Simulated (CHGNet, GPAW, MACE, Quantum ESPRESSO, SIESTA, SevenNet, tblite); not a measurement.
# GPAW on twisted Ti3C2O2 MXene bilayer, 38.21° (98 atoms): settings against a plane-wave reference

Wanted: GPAW inputs and outputs for twisted Ti3C2O2 MXene bilayer, 38.21° (98 atoms), checked against a plane-wave reference.

Calculated with GPAW 26.7.0; the method is named at each step.

## (1) The structure

The cell holds 98 atoms: 42 Ti, 28 C and 28 O. Its edges and angles: a = 8.043 Å, b = 8.043 Å, c = 30.650 Å, α = 90.0°, β = 90.0°, γ = 120.0°. It derives from Ti3C2O2 (Ti3C2O2 MXene). Ti3C2O2 MXene (a = 3.04 Å) under Ti3C2O2 MXene (a = 3.04 Å), bilayer, commensurate cell of 7 unit cells a layer, twist 38.21 deg; facing planes 2.85 Å apart; 14 Å of vacuum; layers as built, displaced by a Gaussian of 0.01 Å. Then every atom was moved at random, 0.02 Å r.m.s. a Cartesian component. Regions: layer 1, 49 atoms (21 Ti, 14 C and 14 O); layer 2, 49 atoms (21 Ti, 14 C and 14 O). Vacuum lies along c.

The yardstick, on the same geometry:

| Quantity | Value |
| --- | --- |
| method | Kohn-Sham DFT, PBE, SSSP efficiency 1.3.0 pseudopotentials, plane waves (Quantum ESPRESSO 7.5); sssp-pbe-1.3.0-efficiency, cutoffs 60/480 Ry, Γ point |
| r.m.s. force component | 0.3758 eV/Å |
| longest force | 1.14 eV/Å |
| time | 24 min on 4 MPI ranks of Arm Neoverse V2, shared host |
| CPU time | 1.6 h |

## (2) PBE, grid h 0.24 Å

Method: Kohn-Sham DFT, PBE, PAW, finite differences on a real-space grid.

Contents of run.py:

```python
import numpy as np
from ase.io import read
from gpaw import GPAW, FermiDirac
from ase.parallel import parprint as print

atoms = read("structure.xyz")
atoms.calc = GPAW(
    mode="fd",
    h=0.24,
    xc="PBE",
    kpts={"size": (1, 1, 1), "gamma": True},
    occupations=FermiDirac(0.05),
    maxiter=200,
    symmetry={"point_group": False},
    nbands=460,
    txt="gpaw.txt",
)
energy = atoms.get_potential_energy(force_consistent=True)
forces = atoms.get_forces()
print(f"energy {energy:.6f} eV")
print("forces (eV/A)")
for i, (a, f) in enumerate(zip(atoms, forces)):
    print(f"{i:4d} {a.symbol:2s} {f[0]:10.5f} {f[1]:10.5f} {f[2]:10.5f}")
print(f"Fermi level {atoms.calc.get_fermi_level():.4f} eV")
for k in range(len(atoms.calc.get_ibz_k_points())):
    for s in range(atoms.calc.get_number_of_spins()):
        e = atoms.calc.get_eigenvalues(kpt=k, spin=s)
        n = np.searchsorted(e, atoms.calc.get_fermi_level())
        print(f"k {k} spin {s} levels about the Fermi level:", np.round(e[max(n - 6, 0):n], 4).tolist(), "|", np.round(e[n:n + 6], 4).tolist())
```

Contents of structure.xyz:

```xyz
98
Lattice="8.04310 0.00000 0.00000 -4.02155 6.96553 0.00000 0.00000 0.00000 30.65000" Properties=species:S:1:pos:R:3 pbc="T T T"
Ti 0.01802 0.01268 10.47770
C 0.58220 1.65188 11.73435
C 1.68394 0.32522 9.18121
Ti 1.70393 0.34452 12.99376
Ti 0.58859 1.63370 7.88471
O -4.00526 6.96476 13.90621
O 8.00968 0.02264 7.00567
Ti -0.57347 2.95046 10.48751
C 0.01166 4.63890 11.73435
C 1.14103 3.29449 9.18489
Ti 1.15016 3.30124 12.99560
Ti 0.02719 4.65548 7.90372
O -0.56418 3.00166 13.88138
O -0.62507 3.00082 6.96981
Ti -1.14719 5.94870 10.46728
C 3.45853 0.59068 11.74477
C 0.56829 6.28145 9.20113
Ti 0.53627 6.27476 13.02196
Ti 3.46054 0.68137 7.88931
O -1.12748 5.94146 13.89916
O -1.16810 5.95720 6.99648
Ti 2.31943 1.99918 10.43602
C 2.86861 3.61741 11.71290
C 3.98125 2.33067 9.16312
Ti 4.02987 2.33505 13.01644
Ti 2.85446 3.61783 7.91873
O 2.29293 2.02140 13.92460
O 2.29948 1.97661 7.00261
Ti 1.71511 4.96015 10.43694
C 2.27797 6.65584 11.70217
C 3.42934 5.26984 9.16864
Ti 3.44397 5.30885 13.01184
Ti 2.30789 6.65445 7.91475
O 1.70353 4.99220 13.88660
O 1.73791 5.03434 6.98452
Ti 5.20658 1.02540 10.48690
C 5.71486 2.64063 11.69941
C 6.87500 1.32484 9.18918
Ti 6.92346 1.31363 12.97782
Ti 5.77491 2.69949 7.89697
O 5.18193 0.99064 13.92491
O 5.17686 1.00067 7.00690
Ti 4.58799 4.01486 10.47862
C -2.85506 5.61714 11.71136
C -1.70284 4.27677 9.19715
Ti -1.75979 4.30421 13.01123
Ti -2.88373 5.66973 7.87644
O 4.57222 3.93741 13.89640
O 4.62366 3.97676 7.01425
Ti 5.73606 1.94164 20.16617
C 4.56796 0.69105 21.44918
C 4.04049 2.30023 18.93342
Ti 3.98801 2.27480 22.74751
Ti 4.60323 0.64821 17.62988
O 5.73968 2.00572 23.66824
O 5.76336 1.97807 16.78149
[... 38 atom lines left out ...]
Ti 4.59193 5.28886 22.74536
Ti 5.20521 3.68818 17.67953
O -1.73570 4.93619 23.64525
O -1.70562 4.95806 16.71069
```

On the command line:

```console
OMP_NUM_THREADS=1 mpirun -np 4 gpaw python run.py > output.txt
```

The program printed:

```text
energy -871.516152 eV
forces (eV/A)
   0 Ti    0.02179    0.08319   -0.85987
   1 C    -0.00074   -0.64526   -0.37744
   2 C    -0.96425   -0.82592   -0.30271
   3 Ti    0.73590    0.40850    0.07478
   4 Ti   -0.02388    0.90637    0.39805
   5 O     0.02358   -0.39092    0.05210
   6 O    -0.18029   -0.17665   -1.33255
   7 Ti    0.04997    0.65161   -1.03124
   8 C    -0.02633   -0.55011   -0.71338
   9 C    -0.47162   -0.49723   -0.46530
  10 Ti    0.12763    0.49538    0.19726
  11 Ti    0.02805    0.08083   -0.13965
  12 O    -0.31679   -0.21619    0.50442
  13 O     0.13595    0.00905   -0.40169
  14 Ti    0.57580    0.43685   -0.49405
  15 C    -0.74595   -1.43134   -0.96674
  16 C    -0.62010   -0.43516   -0.22119
  17 Ti    0.52786    0.81320    0.32356
  18 Ti    0.63802    0.08383    0.20377
  19 O    -0.06636   -0.40044    0.46764
  20 O    -0.57399   -0.14249   -0.78419
  21 Ti    0.63114    0.17326    0.36003
  22 C    -0.12195   -0.84230    0.13695
  23 C    -0.91597   -0.81324   -0.02916
[...]
90 O     0.00140   -0.16805   -0.44305
  91 Ti   -0.22160    0.15349    0.00372
  92 C     0.01296    0.32268   -0.03654
  93 C    -0.16028   -0.34549    1.13074
  94 Ti    0.16089    0.11950   -0.38144
  95 Ti   -0.43443   -0.16745   -0.30146
  96 O     0.26658    0.35669    1.34826
  97 O     0.34045   -0.44565    0.31892
Fermi level 3.2627 eV
k 0 spin 0 levels about the Fermi level: [2.5023, 2.6886, 3.1539, 3.1597, 3.1854, 3.193] | [3.3492, 3.3522, 3.3979, 3.4116, 3.4203, 3.4279]
```

gpaw.txt:

```text
Input parameters:
  mode=FD(),
  h=0.24,
  kpts=MonkhorstPack(size=(1, 1, 1), gamma=True),
  maxiter=200,
  nbands=460,
  occupations=Occupations(name='fermi-dirac', width=0.05, fixmagmom=False),
  symmetry=Symmetry(point_group=False),
  xc=XC(name='PBE')
Diagonalizing LCAO Hamiltonian
Converting LCAO to fd mode
Unit cell  # Å
| periodic |         x |        y |         z |   lengths |     angles |
|----------|-----------|----------|-----------|-----------|------------|
|      yes |  8.043100 | 0.000000 |  0.000000 |  8.043100 |  90.000000 |
|      yes | -4.021550 | 6.965530 |  0.000000 |  8.043101 |  90.000000 |
|      yes |  0.000000 | 0.000000 | 30.650000 | 30.650000 | 119.999996 |
Number of symmetries: 1
Symmetry operations  # r_c * U_cc + t_c -> r_c
|   | kind |            matrix            |
|---|------|------------------------------|
| 0 |  E   |  1, 0, 0,  0, 1, 0,  0, 0, 1 |
BZ-sampling:
  Number of BZ points: 1
  Number of IBZ points: 1
[... lines left out ...]
  Converge bands: occupied
[... lines left out ...]
  Fermi-Dirac:
[... lines left out ...]
xc functional:
  name: PBE with 2 nearest neighbor stencil
interpolation: tri-quintic # 5. degree polynomial
Initialization done in: 13.741 s
convergence criteria:
- Maximum [total energy] change in last 3 cyles: 0.0005 eV / valence electron
- Maximum integral of absolute [dens]ity change: 0.0001 electrons / valence electron
- Maximum integral of absolute [eigenst]ate change: 4e-08 eV^2 / valence electron
maximum number of iterations: 200
SCF iterations
|iter     |      energy | eigst |  dens |
|---------|-------------|-------|-------|
|iter:   1|-1016.016165 | +0.46 |       |
|iter:   2| -966.589188 | -0.32 | -0.77 |
|iter:   3| -880.912802 | +0.91 | -0.83 |
|iter:   4| -965.202751 | +0.55 | -1.19 |
|iter:   5|-1222.631249 | +0.34 | -1.00 |
[...]
|iter:  11| -871.654245 | -1.36 | -1.74 |
|iter:  12| -871.655253 | -1.47 | -2.02 |
|iter:  13| -871.420305c| -2.04 | -2.18 |
|iter:  14| -871.377451c| -2.30 | -2.38 |
|iter:  15| -871.386848c| -2.66 | -2.46 |
[...]
|iter:  24| -871.325764c| -5.19 | -3.95 |
|iter:  25| -871.325769c| -5.43 | -3.86 |
|iter:  26| -871.325862c| -5.73 | -4.05c|
|iter:  27| -871.326065c| -5.91 | -4.72c|
|iter:  28| -871.326036c| -6.07 | -4.48c|
[...]
|iter:  36| -871.326105c| -7.21 | -5.59c|
|iter:  37| -871.326108c| -7.34 | -5.70c|
|iter:  38| -871.326104c| -7.46c| -5.62c|
Converged in 38 steps
SCF loop duration: 470.200 s (12.374 s/step)
Energy contributions relative to reference atoms: (reference = -1061326.051495)
Energy contributions:
  Kinetic:         964.995032
  Coulomb:       -1139.131922
  Zero:             74.086808
  External:          0.000000
  Xc:             -771.085974
  Entropy:          -0.380096
  Spinorbit:         0.000000
  ----------------------------
  Free energy:    -871.516152
  Extrapolated:   -871.326104
dipole moment: (-42.458966, 3.539507, 0.043831)  # |e|*Ang
Fermi level: 3.263
Eigenvalues  # (at kpt = [0.000, 0.000, 0.000])
| band index |      eig [eV] | occ [0-2] |
|------------|---------------|-----------|
|          0 |       -54.888 |     2.000 |
|        ... |               |           |
|        384 |         1.143 |     2.000 |
|        385 |         1.154 |     2.000 |
[...]
|        399 |         3.455 |     0.042 |
|        ... |               |           |
|        459 |         5.226 |     0.000 |
Gap: 0.156 eV
Transition (v -> c):
  (s=0, k=0, n=391, [0.00, 0.00, 0.00]) -> (s=0, k=0, n=392, [0.00, 0.00, 0.00])
No difference between direct/indirect transitions
Force computation time: 5.505  # s
```

Wall time 8.2 min (4 MPI ranks of Arm Neoverse V2, shared host); peak memory 2.6 GiB; 33 min of CPU time.

Banners, paths, timers and routine set-up lines are dropped from the logs unmarked, and long logs keep their key lines alone; longer cuts are marked.

Against the reference:

| Item | Value |
| --- | --- |
| r.m.s. force component | 0.4659 eV/Å |
| r.m.s. difference of force components | 335.5 meV/Å |
| longest difference of force vectors | 1931 meV/Å |
| force difference over r.m.s. force | 89.27 % |
| slope of forces against the reference's | 0.8699 |
| correlation of force components | 0.7041 |

This is a coarse setting, run to see what it loses.

Length of the force difference by element (eV/Å):

```csv
element,atoms,mean,most
C,28,0.79,1.9
O,28,0.54,0.93
Ti,42,0.23,0.50
```

Local excerpt of 9 atoms (numbers count through the whole input) about Ti74, picked at random; x, y, z are measured from there.

| atom | x | y | z | distance (Å) | bonds | Fx | Fy | Fz (eV/Å) |
| --- | --- | --- | --- | --- | --- | --- | --- | --- |
| Ti74 | 0.00 | 0.00 | 0.00 | 0.00 | 6 | -0.33 | 0.34 | -0.32 |
| O76 | 1.71 | -0.29 | 0.89 | 1.95 | 3 | -0.35 | 0.31 | 0.86 |
| O97 | -1.17 | -1.35 | 0.87 | 1.99 | 3 | 0.27 | 0.36 | 1.35 |
| O69 | -0.55 | 1.70 | 0.87 | 1.99 | 3 | 0.04 | -0.33 | 1.42 |
| C72 | 0.56 | -1.66 | -1.30 | 2.18 | 6 | 0.12 | -0.41 | 0.16 |
| C65 | -1.73 | 0.38 | -1.27 | 2.18 | 6 | -0.20 | 0.11 | 0.08 |
| C51 | 1.11 | 1.38 | -1.32 | 2.21 | 6 | -0.59 | 0.06 | 0.23 |
| Ti81 | -0.58 | -2.94 | -0.02 | 3.00 | 6 | -0.28 | -0.96 | 0.16 |
| Ti53 | 0.53 | 2.96 | -0.02 | 3.01 | 6 | 0.54 | 0.40 | -0.03 |

Atoms are counted from 1 here, from 0 in the log.

Forces lie 89 % from the reference's, at 0.34 times its CPU time.

The forces add up to 8.4 eV/Å instead of zero, usually a sign of too coarse a grid.

## (3) PBE, plane waves 600 eV

Method: Kohn-Sham DFT, PBE, PAW, plane waves.

Changes to run.py since step 2:

```diff
@@ -2,3 +2,3 @@
 from ase.io import read
-from gpaw import GPAW, FermiDirac
+from gpaw import GPAW, FermiDirac, PW
 from ase.parallel import parprint as print
@@ -7,4 +7,3 @@
 atoms.calc = GPAW(
-    mode="fd",
-    h=0.24,
+    mode=PW(600),
     xc="PBE",
```

structure.xyz is that of step 2.

The program printed:

```text
energy -842.098301 eV
forces (eV/A)
   0 Ti   -0.07384    0.03383   -0.50585
   1 C    -0.19914   -0.52905   -0.40893
   2 C    -0.02749   -0.38487    0.31967
   3 Ti    0.75274    0.40962    0.06051
   4 Ti    0.05646    0.83256    0.37427
   5 O    -0.33711   -0.27575    0.33979
   6 O     0.25520   -0.44194   -0.79993
   7 Ti    0.09757    0.94427   -0.62791
   8 C    -0.31586   -0.50042   -0.72921
   9 C    -0.21833   -0.15218    0.10119
  10 Ti    0.16638    0.47039    0.17127
  11 Ti    0.20567    0.20261   -0.16675
[...]
93 C    -0.31962   -0.29740    0.84906
  94 Ti    0.15324    0.00866   -0.33700
  95 Ti   -0.28006   -0.00220   -0.31794
  96 O     0.08719    0.50185    0.82463
  97 O    -0.16020   -0.08702   -0.19314
Fermi level 3.3222 eV
k 0 spin 0 levels about the Fermi level: [2.5051, 2.6907, 3.2223, 3.2261, 3.2498, 3.2638] | [3.4046, 3.4087, 3.4423, 3.459, 3.464, 3.4812]
```

gpaw.txt:

```text
Input parameters:
  mode=PW(ecut=600.0),
  kpts=MonkhorstPack(size=(1, 1, 1), gamma=True),
  maxiter=200,
  nbands=460,
  occupations=Occupations(name='fermi-dirac', width=0.05, fixmagmom=False),
  symmetry=Symmetry(point_group=False),
  xc=XC(name='PBE')
[... lines left out ...]
  Converge bands: occupied
[... lines left out ...]
  Fermi-Dirac:
[... lines left out ...]
convergence criteria:
- Maximum [total energy] change in last 3 cyles: 0.0005 eV / valence electron
[... lines left out ...]
Converged in 31 steps
[... lines left out ...]
  Free energy:    -842.098301
[... lines left out ...]
dipole moment: (-42.590700, 3.576632, 0.042986)  # |e|*Ang
Fermi level: 3.322
Eigenvalues  # (at kpt = [0.000, 0.000, 0.000])
| band index |      eig [eV] | occ [0-2] |
|------------|---------------|-----------|
|          0 |       -54.906 |     2.000 |
|        ... |               |           |
|        384 |         1.173 |     2.000 |
|        385 |         1.184 |     2.000 |
[...]
|        399 |         3.505 |     0.051 |
|        ... |               |           |
|        459 |         5.176 |     0.000 |
Gap: 0.141 eV
Transition (v -> c):
  (s=0, k=0, n=391, [0.00, 0.00, 0.00]) -> (s=0, k=0, n=392, [0.00, 0.00, 0.00])
No difference between direct/indirect transitions
Force computation time: 6.444  # s
```

Run time: 9 min. Hardware: 4 MPI ranks; peak memory 3.8 GiB; 36 min of CPU time.

Compared with the plane-wave run:

| Quantity | Value |
| --- | --- |
| r.m.s. force component | 0.3886 eV/Å |
| r.m.s. difference of force components | 36.86 meV/Å |
| longest difference of force vectors | 127.9 meV/Å |
| force difference over r.m.s. force | 9.808 % |
| slope of forces against the reference's | 1.03 |
| correlation of force components | 0.9959 |

Against the first run (89 %), the force difference from the reference is 9.8 %, at 1.1 times the CPU time.

The difference per atom is largest on O (0.11 eV/Å on average, against 0.038 on Ti).

## (4) Side by side

Differences are against the plane-wave reference, forces as r.m.s. over components; share is that over the reference's r.m.s. force, slope the least-squares factor from reference forces to these. Total energies of different programs have different zeros and aren't compared.

```
                             run  Δ force, r.m.s. (meV/Å)  share (%)  slope  cores  CPU time  memory (GiB)
                       reference                        -          -      -      4     1.6 h           6.6
GPAW PBE, grid h 0.24 Å (coarse)                      335       89.3  0.870      4    33 min           2.6
    GPAW PBE, plane waves 600 eV                     36.9       9.81  1.030      4    36 min           3.8
```

Rows marked coarse were listed beforehand as settings not expected to be converged; some can still land near the reference.

CPU time is summed over cores on a shared host, where runs went side by side, so it is rough. Symmetry, cutoffs, thresholds, outputs and thread counts weren't matched or tuned between programs; memory under MPI is the largest rank's times the ranks.

Further runs of this program without a result: GPAW PBE, LCAO dzp, h 0.18 Å (cut off at its time limit); GPAW revPBE, LCAO dzp, h 0.18 Å (cut off at its time limit); GPAW PBE, LCAO szp(dzp), h 0.18 Å (cut off at its time limit).

## (5) What came out

```
nearest in forces : GPAW PBE, plane waves 600 eV, 9.8 %
its CPU time      : 36 min
```

**Reading.** PBE on plane waves or a grid with other potentials, cutoffs or grids, coarse settings apart, differs from the reference by 9.8 % (GPAW PBE, plane waves 600 eV) of the r.m.s. force; potentials, valence shells or grid differ, and the table alone doesn't part them. Runs with settings chosen to be coarse differ by 89 % (GPAW PBE, grid h 0.24 Å), their programs' other errors included. Of the electronic-structure runs that take under half the reference's CPU time, GPAW PBE, plane waves 600 eV comes nearest, at 9.8 % in 36 min against 1.6 h. The reference's PBE has no dispersion term, which matters for the binding between molecules or layers. The runs have no spin polarisation, so any moments at edges, vacancies or dangling bonds can't form. The electronic-structure runs sample only Γ, in a cell whose shortest periodic width is 7 Å, which is coarse for a cell with partly filled levels.

[Also dropped from logs without a mark: logging warnings of Python, and SIESTA's first energy breakdown and zero terms.]

[Logs are printed without paths, hosts, clocks, repeated set-up lines and the standing remarks that a program may print on its own settings, such as how far it seeks lower states.]

[Hosts, paths, dates, database ids (printed as entryN), source tags and the programs' standing remarks are cut or masked in the printed files.]
